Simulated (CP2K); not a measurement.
Consider 2-fluorothiophene at its PBE geometry (Å).

```xyz
9

F     2.5405    0.7551   -0.1555
C     1.2196    0.4746   -0.0699
C     0.6403   -0.7659   -0.0965
C    -0.7784   -0.6599    0.0238
C    -1.2206    0.6365    0.1343
S     0.0835    1.7681    0.0949
H     1.2013   -1.6911   -0.1942
H    -1.4479   -1.5171    0.0281
H    -2.2382    0.9996    0.2349
```

Method: CP2K XAS_TDP, all-electron GAPW, PBEh(45%), aug-cc-pVDZ, TDA, GW2X-corrected core level, no relativity.

**Question.** Predict the bright core excitations at the C K edge.

Leading lines: C2 289.15 eV, C3 287.76 eV, C4 287.48 eV and C5 287.25 eV. The leading line of an atom is its first one with 35 % of the strongest within 2.5 eV of its lowest line over the strength cut. Core ionisation energies at this level: C3 292.12, C4 292.21, C2 294.44 and C5 292.26 eV.

The first six lines of each atom with a strength over 0.0015:

```
                     atom  energy (eV)  states  strength, one atom  above the computed threshold
C2 (bonded to C, F and S)       289.15       1              0.0569                              
                                291.20       1              0.0439                              
                                291.88       1              0.0255                              
                                294.03       1              0.0053                              
                                294.17       1              0.0020                              
                                294.90       1              0.0032                           yes
 C3 (bonded to 2 C and H)       287.76       1              0.0411                              
                                289.72       1              0.0111                              
                                290.15       1              0.0097                              
                                290.52       1              0.0019                              
                                291.08       1              0.0049                              
                                291.19       1              0.0025                              
 C4 (bonded to 2 C and H)       287.48       1              0.0469                              
                                290.11       1              0.0085                              
                                290.19       1              0.0103                              
                                290.59       1              0.0062                              
                                291.84       1              0.0019                              
                                291.98       1              0.0018                              
C5 (bonded to C, S and H)       287.25       1              0.0475                              
                                289.30       1              0.0323                              
                                290.26       1              0.0139                              
                                291.35       1              0.0042                              
                                291.71       1              0.0019                              
                                292.04       1              0.0031
```

Lines are vertical, at one geometry, with no vibrational structure. GW2X ionisation energies and lines can be off by 1 to 2 eV either way, and a good line position may hide errors that cancel. These values hold no scalar relativity, about 0.1 eV for C 1s. Rydberg lines, and the discretised continuum above threshold, depend on the basis and the box.

[Banner, clock and machine lines of the logs are left out without a mark of their own.]

[Logs are printed without paths, hosts, clocks, repeated set-up lines and the standing remarks that a program may print on its own settings, such as how far it seeks lower states.]

[Hosts, paths, dates, database ids (printed as entryN), source tags and the programs' standing remarks are cut or masked in the printed files.]
